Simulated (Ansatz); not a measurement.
**BN (F-43m): zone-centre modes under pressure**

Wanted: Grüneisen parameters and pressure coefficients of the modes of BN (F-43m).

Main program and level: Ansatz 0.2.0; DFT LDA, scalar-relativistic, plane waves, PAW; PAW set soft_1.

## 1. The structure

Symmetry: F-43m, No. 216, cubic system. The conventional cell has a = 3.626 Å, b = 3.626 Å, c = 3.626 Å, α = 90.00°, β = 90.00°, γ = 90.00°. Nearest to B lie 4 N at 1.57 Å. Nearest to N lie 4 B at 1.57 Å. Farther neighbours and most contacts between anions are not listed.

## 2. A rough relaxation first

The start is far from rest, so a relaxation with loose tolerances brings it close first.

Contents of input.yaml:

```yaml
crystal:
  lattice:
    - [0.0, 1.813001, 1.813001]
    - [1.813001, 0.0, 1.813001]
    - [1.813001, 1.813001, 0.0]
  atoms:
    - { symbol: B, position: [0.0, 0.0, 0.0] }
    - { symbol: "N", position: [0.25, 0.25, 0.25] }
kpoints:
  mp_grid: { grid: [10, 10, 10] }
hamiltonian:
  xc: lda
  pseudopotentials: { kind: paw, azcp: { folder: soft_1 }, xc_functional: pbe }
scf:
  occupations: { method: gaussian, width: 0.1 }
output:
  forces: true
  stress: true
  eigenvalues: true
relax:
  adjacent_minimum: "off"
  f_tol: 0.05
  max_steps: 80
  cell: { stress_tol: 0.5 }
```

Started as:

```
> ansatz run input.yaml --threads 4 --pin off --max-ram 10240MiB --backend cpu --events-out ev --progress --plain --runs-dir out
```

Numbers of over 12 decimals in the logs are rounded to 6 here.

Output:

```text
The last accepted step is kept in <dir> (removed where the run ends without a failure and the disk answers)
Engine: ansatz 0.2.0, aarch64-unknown-linux-gnu
Pseudopotentials: kind: paw
Pseudopotential: B, paw, valence charge 3, recommended cutoff 420 eV (normal), soft_1/B.paw.azcp
Pseudopotential: N, paw, valence charge 5, recommended cutoff 420 eV (normal), soft_1/N.paw.azcp
Functional definition: SPW92
[...]
--- Relaxed structure (3 steps of the walk, 3 accepted, 1 SCFs on fresh bases) ---
  F+E_penalty+E_count = -526.47115649 eV   max|allowed force component| = 1.914e-16 eV/Å   (the final SCF, on the basis selected at the relaxed cell)
  cell:  # Å, volume = 11.4695 Å³
    - [0, 1.789941, 1.789941]
    - [1.789941, 0, 1.789941]
    - [1.789941, 1.789941, 0]
  atoms:
    - { symbol: B, position: [0, 0, 0] }
    - { symbol: N, position: [0.25, 0.25, 0.25] }
[key lines of the parts left out:]
SCF converged after 4 iterations
Free energy (F): -526.471156 eV
Fermi energy:    13.583191 eV
P = ⅓ Tr σ = -0.0251 GPa (-0.251 kbar)
```

Elapsed: 1 s, on 4 threads of Arm Neoverse V2, shared host; peak memory 0.24 GiB; 3 s of CPU time.

Step by step:

| step | energy less that of the first step (eV) | largest force component (eV/Å) | pressure (GPa) | volume (Å³) |
| --- | --- | --- | --- | --- |
| 1 | 0.0000 | 0.0000 | -14.38 | 11.92 |
| 2 | -0.0182 | 0.0000 | -6.15 | 11.66 |
| 3 | -0.0226 | 0.0000 | 0.30 | 11.47 |
| 4* | -0.0208 | 0.0000 | -0.03 | 11.47 |

Relaxation steps marked * repeat the geometry before them on a plane-wave basis chosen anew for their cell, so energy and pressure can jump there.

Forces are held to the 24 operations that the run works with; a distortion that breaks them can't arise in this run.

| conventional cell, symmetrised | before | after | change |
| --- | --- | --- | --- |
| a (Å) | 3.626 | 3.580 | -1.3 % |
| b (Å) | 3.626 | 3.580 | -1.3 % |
| c (Å) | 3.626 | 3.580 | -1.3 % |
| volume (Å³/atom) | 5.96 | 5.73 | -3.8 % |

The relaxed structure:

```cif
data_structure
_symmetry_space_group_name_H-M 'P 1'
_symmetry_Int_Tables_number 1
_cell_length_a 2.5314
_cell_length_b 2.5314
_cell_length_c 2.5314
_cell_angle_alpha 60.000
_cell_angle_beta 60.000
_cell_angle_gamma 60.000
_cell_volume 11.47
loop_
_atom_site_label
_atom_site_type_symbol
_atom_site_fract_x
_atom_site_fract_y
_atom_site_fract_z
_atom_site_occupancy
B1 B 0.00000 0.00000 0.00000 1
N2 N 0.25000 0.25000 0.25000 1
```

Numbers from this step:

* pressure: -0.02511 GPa
* gap on the k-mesh: 4.389 eV
* volume per atom: 5.735 Å³

In this step the volume went from 5.96 to 5.73 Å³/atom.

## 3. Relaxation

The cell and atoms are relaxed, since residual forces and stress would shift the frequencies.

input.yaml, the sections that differ from step 2:

```yaml
crystal:
  lattice:
    - [0.0, 1.789940711, 1.789940711]
    - [1.789940711, 0.0, 1.789940711]
    - [1.789940711, 1.789940711, 0.0]
  atoms:
    - { symbol: B, position: [0.0, 0.0, 0.0] }
    - { symbol: "N", position: [0.25, 0.25, 0.25] }
kpoints:
  mp_grid: { grid: [12, 12, 12] }
scf:
  occupations: { method: gaussian, width: 0.02 }
relax:
  adjacent_minimum: "off"
  f_tol: 0.005
  max_steps: 80
  cell: { stress_tol: 0.05 }
# hamiltonian, output: as in step 2
```

Output:

```text
[...]
Crystal: 2 atoms, lattice volume = 11.470 Å³
Basis set: ecut = 420 eV, 229 PW (Γ)
Bands: 8, of which v1, the nominal top of the filled ones, is band 4 counted from 1 (3 counted from 0)
Symmetry: 24 space group operations
[...]
k-points: 72 of 1728 (time reversal used)
[...]
P = ⅓ Tr σ = -0.0183 GPa (-0.183 kbar)
--- Band table (eV; the first three rows and the last of 72) ---
[...]
--- Relaxed structure (1 steps of the walk, 1 accepted, 1 SCFs on fresh bases) ---
[...]
cell:  # Å, volume = 11.4695 Å³
    - [0.0, 1.789940711, 1.789940711]
    - [1.789940711, 0.0, 1.789940711]
    - [1.789940711, 1.789940711, 0.0]
  atoms:
    - { symbol: B, position: [0.0, 0.0, 0.0] }
    - { symbol: N, position: [0.25, 0.25, 0.25] }
[key lines of the parts left out:]
SCF converged after 2 iterations
Free energy (F): -526.471162 eV
Fermi energy:    13.583180 eV
```

Wall time 0.74 s (4 threads); peak memory 0.25 GiB; 2.2 s of CPU time.

Little changed from the start: no atom moved by 0.005 Å and no cell edge by 0.1 %.

Numbers from this step:

| Item | Value |
| --- | --- |
| pressure | -0.01829 GPa |

In this step the volume went from 5.73 to 5.73 Å³/atom.

## 4. Tight relaxation

Phonons need small forces and stress, so the relaxation is finished with tight tolerances on 12×12×12 k points.

Edit input.yaml of step 3 so:

```diff
@@ -14,3 +14,3 @@
 scf:
-  occupations: { method: gaussian, width: 0.02 }
+  occupations: { method: fixed }
 output:
@@ -21,4 +21,4 @@
   adjacent_minimum: "off"
-  f_tol: 0.005
-  max_steps: 80
-  cell: { stress_tol: 0.05 }
+  f_tol: 0.001
+  max_steps: 60
+  cell: { stress_tol: 0.01 }
```

Output:

```text
[...]
Crystal: 2 atoms, lattice volume = 11.470 Å³
Basis set: ecut = 420 eV, 229 PW (Γ)
Bands: 8, of which v1, the nominal top of the filled ones, is band 4 counted from 1 (3 counted from 0)
Symmetry: 24 space group operations
[...]
k-points: 72 of 1728 (time reversal used)
[...]
P = ⅓ Tr σ = -0.0079 GPa (-0.079 kbar)
--- Band table (eV; the first three rows and the last of 72) ---
[...]
--- Relaxed structure (2 steps of the walk, 2 accepted, 1 SCFs on fresh bases) ---
[...]
cell:  # Å, volume = 11.4692 Å³
    - [0, 1.789925, 1.789925]
    - [1.789925, 0, 1.789925]
    - [1.789925, 1.789925, 0]
  atoms:
    - { symbol: B, position: [0, 0, 0] }
    - { symbol: N, position: [0.250000, 0.250000, 0.250000] }
[key lines of the parts left out:]
SCF converged after 4 iterations
Free energy (F): -526.471163 eV
Fermi energy:    11.389182 eV
```

Wall time 0.92 s (4 threads); peak memory 0.24 GiB; 2.8 s of CPU time.

Little changed from the start: no atom moved by 0.005 Å and no cell edge by 0.1 %.

This step gave:

| Quantity | Value |
| --- | --- |
| pressure | -0.007875 GPa |

The forces vanish by symmetry and the pressure is -0.008 GPa, within the tolerances set. The cell now holds 5.73 Å³/atom.

## 5. Modes at rest

The modes at rest are the reference of the series, and the response to a field gives the dielectric tensor and the Born charges.

input.yaml, the sections that differ from step 4:

```yaml
crystal:
  lattice:
    - [0.0, 1.7899253139, 1.7899253139]
    - [1.7899253139, 0.0, 1.7899253139]
    - [1.7899253139, 1.7899253139, 0.0]
  atoms:
    - { symbol: B, position: [0.0, 0.0, 0.0] }
    - { symbol: "N", position: [0.25, 0.25, 0.25] }
output:
  eigenvalues: true
phonons:
  method: dfpt
  dielectric: true
  rigid_motions: translations
  raman: true
# kpoints, hamiltonian, scf: as in step 4
# relax: removed
```

Output:

```text
[...]
Crystal: 2 atoms, lattice volume = 11.469 Å³
Basis set: ecut = 420 eV, 229 PW (Γ), exchange–correlation on 36×36×36 points (8 copies of the dense FFT grid, shifted against one another)
Bands: 8, of which v1, the nominal top of the filled ones, is band 4 counted from 1 (3 counted from 0)
Symmetry: 24 space group operations
k-points: 280 of 1728 (irreducible under 4 space group operations, time reversal used)
[...]
SCF iter   1: F=—  HF=-527.250170 eV  |F-HF|=—  |Δ(HF+E_count)|=         —  Δρ=1.50e-1  dr2=2.05e0  ethr=3.10e-3  ⟨swp⟩=3.9  Hψ=12707  notcnv=0  defer=440
[...]
SCF iter   7: F=-526.471164 eV  HF=-526.471164 eV  |F-HF|=1.07e-11  |Δ(HF+E_count)|=  6.90e-11  Δρ=6.78e-7  dr2=2.79e-11  ethr=1.25e-12  ⟨swp⟩=5.6  Hψ=13485  notcnv=0
SCF 1 converged in 7 iterations: F = -526.471164 eV  dr2 = 2.79e-11
[...]
NSCF: frozen V_eff on 1 k-points
DFPT response loops at Γ: preconditioner auto → none (the input reference at scf.mixing.eps_inf says where Resta's filter doesn't serve); β = 0.50; Broyden in place of MSR1
── the response to a field inside a basis, on 12×12×12 k-points: an SCF that follows is theirs, and a resumed run solves both again ──
Bands: 5, of which v1, the nominal top of the filled ones, is band 4 counted from 1 (3 counted from 0)
k-points: 182
[...]
Eigensolver: Dense (182 Hₖ)
SCF iter   1: F=—  HF=-526.474562 eV  |F-HF|=—  |Δ(HF+E_count)|=         —  Δρ=7.69e-4  dr2=8.36e-6  ethr=1.00e-1
[...]
SCF iter   5: F=-526.474564 eV  HF=-526.474564 eV  |F-HF|=6.82e-13  |Δ(HF+E_count)|=  6.98e-11  Δρ=7.24e-7  dr2=1.58e-11  ethr=3.45e-11
SCF 1 converged in 5 iterations: F = -526.474564 eV  dr2 = 1.58e-11
[...]
SCF converged after 7 iterations
Free energy (F): -526.471164 eV
[...]
Internal energy: -526.471164 eV  (E = F + TS)
E sigma→0 (E₀):  -526.471164 eV
Fermi energy:    11.389176 eV
[...]
--- Band table (eV; the first three rows and the last of 280) ---
[...]
--- Phonons (Γ-DFPT): 2 representative perturbations + reference, on 280 of 1728 k-points (Σ response iterations 6) ---
  k mesh reduced under 4 symmetry operations, with k and −k counted as one. Each operation leaves every solved perturbation unchanged. A smaller set is not considered because the run solves the response to a homogeneous field
  ASR residual: 9.136e-5 → 0.000e0 eV/Å²; symmetrization residual: 2.837e-7 eV/Å²
  ASR residual per site (eV/Å²): 9.14e-5 4.81e-5
  Γ frequencies (cm⁻¹): 0.00 0.00 0.00 1066.73 1066.73 1066.73
  ε∞ (high-frequency dielectric tensor):
        4.566096     0.000000     0.000000
       -0.000000     4.566096     0.000000
        0.000000     0.000000     4.566096
  ε⁰ (static dielectric tensor: ions relaxed, cell fixed):
        6.743989     0.000000     0.000000
       -0.000000     6.743989    -0.000000
        0.000000    -0.000000     6.743989
  ε⁰ − ε∞ (ionic part):
        2.177893     0.000000     0.000000
        0.000000     2.177893    -0.000000
        0.000000    -0.000000     2.177893
  softest optical mode at Γ: 1066.73 cm⁻¹; the repairs (sum rule, projections) moved no ω² at Γ by more than (1.53 cm⁻¹)²
  Born effective charges Z* (e; rows j = field, columns β = displacement):
    site 0:
         1.87732   -0.00000    0.00000
         0.00000    1.87732    0.00000
         0.00000   -0.00000    1.87732
    site 1:
        -1.87732    0.00000   -0.00000
        -0.00000   -1.87732   -0.00000
        -0.00000    0.00000   -1.87732
  Z* charge neutrality: 5.681e-7 e pre-enforcement
  k-mesh period / interband length: 30.4 Å / 1.29 Å = 23.53 at k = (0.0000, -0.5000, -0.5000), direct gap 9.462 eV — 14 or more, which is no proof of convergence
  Raman tensors (in the event stream and the table raman_tensors.tsv): an entry may err by 7.9e-4 Å², one of the second-order susceptibility by 3.2e-3 pm/V (basis, points and sum rule); their sum over the sites missed zero by 1.292e-6 Å² ahead of its enforcement
  optical modes at Γ without the LO–TO term, one row a degenerate level:
      ω (cm⁻¹)  modes    IR ((D/Å)²/amu)  static Raman (Å⁴/amu)  depolarisation
       1066.73      3            39.9797                19.4152           0.750
  optical modes at Γ + LO–TO along q̂ = [1.0000, 0.0000, 0.0000]:
      ω (cm⁻¹)  modes    IR ((D/Å)²/amu)  static Raman (Å⁴/amu)  depolarisation
       1066.73      2            26.6531                12.9435           0.750
       1296.40      1            13.3266                13.9692           0.750
  optical modes at Γ + LO–TO along q̂ = [0.0000, 1.0000, 0.0000]:
      ω (cm⁻¹)  modes    IR ((D/Å)²/amu)  static Raman (Å⁴/amu)  depolarisation
       1066.73      2            26.6531                12.9435           0.750
       1296.40      1            13.3266                13.9692           0.750
  optical modes at Γ + LO–TO along q̂ = [0.0000, 0.0000, 1.0000]:
      ω (cm⁻¹)  modes    IR ((D/Å)²/amu)  static Raman (Å⁴/amu)  depolarisation
       1066.73      2            26.6531                12.9435           0.750
       1296.40      1            13.3266                13.9692           0.750
```

Elapsed: 18 s, on 4 threads; peak memory 0.56 GiB; 69 s of CPU time.

Numbers from this step:

| Property | Result |
| --- | --- |
| sum-rule residual before enforcement | 9.14e-5 eV/Å² |
| miss of the charge sum rule | 5.68e-7 e |
| point group | -43m |
| highest optical mode at the zone centre (no LO-TO term) | 1067 cm⁻¹ |
| lowest optical zone-centre mode | 1067 cm⁻¹ |
| mean high-frequency dielectric constant | 4.566 |
| largest Born charge (third of the trace) | 1.877 e |
| mean static dielectric constant | 6.744 |
| top of the zone-centre spectrum with the field | 1296 cm⁻¹ |

Without the LO-TO term. Patterns of degenerate modes are one choice out of their space. The modes at Γ (shares of kinetic energy by element, %):

| mode | frequency (cm⁻¹) | symmetry | B % | N % |
| --- | --- | --- | --- | --- |
| 1 | 0.0 | acoustic | 44 | 56 |
| 2 | 0.0 | acoustic | 44 | 56 |
| 3 | 0.0 | acoustic | 44 | 56 |
| 4 | 1066.7 | T2 | 56 | 44 |
| 5 | 1066.7 | T2 | 56 | 44 |
| 6 | 1066.7 | T2 | 56 | 44 |

Displacements in mode 4 (1066.7 cm⁻¹), the largest set to 1:
```
B1   1.00  0.00  0.00
N2  -0.77  0.00  0.00
```

Optical modes at the zone centre, without and with the macroscopic field of the longitudinal modes; each column is sorted by frequency, so a row need not hold one and the same mode. Modes with and without the field, by row:

| rank among optical modes | no field (cm⁻¹) | q along (1, 0, 0) (cm⁻¹) |
| --- | --- | --- |
| 1 | 1067 | 1067 |
| 2 | 1067 | 1067 |
| 3 | 1067 | 1296 |

Born charge (rows field, columns displacement) (e), principal values of the symmetric part by kind of site:

| atom | atoms with these values | low | middle | high | mean |
| --- | --- | --- | --- | --- | --- |
| B1 | 1 | 1.88 | 1.88 | 1.88 | 1.88 |
| N2 | 1 | -1.88 | -1.88 | -1.88 | -1.88 |

In full for N2:

```
-1.88  0.00  0.00
 0.00 -1.88  0.00
 0.00  0.00 -1.88
```

High-frequency dielectric tensor:

```
4.57 0.00 0.00
0.00 4.57 0.00
0.00 0.00 4.57
```

Static dielectric tensor (ions relaxed, fixed cell):

```
6.74 0.00 0.00
0.00 6.74 0.00
0.00 0.00 6.74
```

Transverse modes. Lines of the infrared spectrum (strongest = 100):

| position (cm⁻¹) | label | relative intensity |
| --- | --- | --- |
| 1067 | T2 | 100 |

Activity x (w_L - w)^4 (n + 1)/w, 532 nm, 300 K; modes without the macroscopic field alone. Raman lines, with heights relative to the strongest:

| position (cm⁻¹) | label | relative intensity |
| --- | --- | --- |
| 1067 | T2 | 100 |

Before it was imposed, the acoustic sum rule was missed by 9.1e-5 eV/Å² and the charge sum rule by 5.7e-7 e. Small misses are needed for a sound result but don't prove that mesh and cutoff are converged. The lowest optical mode is real, 1067 cm⁻¹.

## 6. Ground state of a member: 1.06 times the volume at rest

The cell is set to 1.06 times the volume at rest; symmetry leaves nothing else free, so this is a single point.

input.yaml, the sections that differ from step 5:

```yaml
crystal:
  lattice:
    - [0.0, 1.8250308013, 1.8250308013]
    - [1.8250308013, 0.0, 1.8250308013]
    - [1.8250308013, 1.8250308013, 0.0]
  atoms:
    - { symbol: B, position: [0.0, 0.0, 0.0] }
    - { symbol: "N", position: [0.25, 0.25, 0.25] }
output:
  forces: true
  stress: true
  eigenvalues: true
# kpoints, hamiltonian, scf: as in step 5
# phonons: removed
```

Output:

```text
[...]
Crystal: 2 atoms, lattice volume = 12.157 Å³
Basis set: ecut = 420 eV, 259 PW (Γ)
Bands: 8, of which v1, the nominal top of the filled ones, is band 4 counted from 1 (3 counted from 0)
Symmetry: 24 space group operations
[...]
k-points: 72 of 1728 (time reversal used)
[...]
SCF iter   1: F=—  HF=-527.107448 eV  |F-HF|=—  |Δ(HF+E_count)|=         —  Δρ=1.37e-1  dr2=1.86e0  ethr=3.10e-3  ⟨swp⟩=3.8  Hψ=3260  notcnv=0  defer=119
[...]
SCF iter   7: F=-526.423952 eV  HF=-526.423952 eV  |F-HF|=2.66e-11  |Δ(HF+E_count)|=  1.55e-10  Δρ=7.90e-7  dr2=5.05e-11  ethr=7.77e-11  ⟨swp⟩=2.0  Hψ=1728  notcnv=0
SCF 1 converged in 7 iterations: F = -526.423952 eV  dr2 = 5.05e-11
[...]
SCF converged after 7 iterations
Free energy (F): -526.423952 eV
[...]
Internal energy: -526.423952 eV  (E = F + TS)
E sigma→0 (E₀):  -526.423952 eV
Fermi energy:    10.453445 eV
[...]
--- Stress (GPa, compression-positive) ---
      -21.028462       0.000000      -0.000000
        0.000000     -21.028462       0.000000
       -0.000000       0.000000     -21.028462
  P = ⅓ Tr σ = -21.0285 GPa (-210.285 kbar)
--- Band table (eV; the first three rows and the last of 72) ---
[...]
```

Wall time 0.35 s (4 threads); peak memory 0.23 GiB.

This step gave:

| Quantity | Value |
| --- | --- |
| pressure | -21.03 GPa |
| gap on the k-mesh | 4.320 eV |
| volume per atom | 6.079 Å³ |

The forces vanish by symmetry, at a pressure of -21.03 GPa.

(Part 1 of 2 ends here.)

[Logs are printed without paths, hosts, clocks, repeated set-up lines and the standing remarks that a program may print on its own settings, such as how far it seeks lower states.]

[Hosts, paths, dates, database ids (printed as entryN), source tags and the programs' standing remarks are cut or masked in the printed files.]
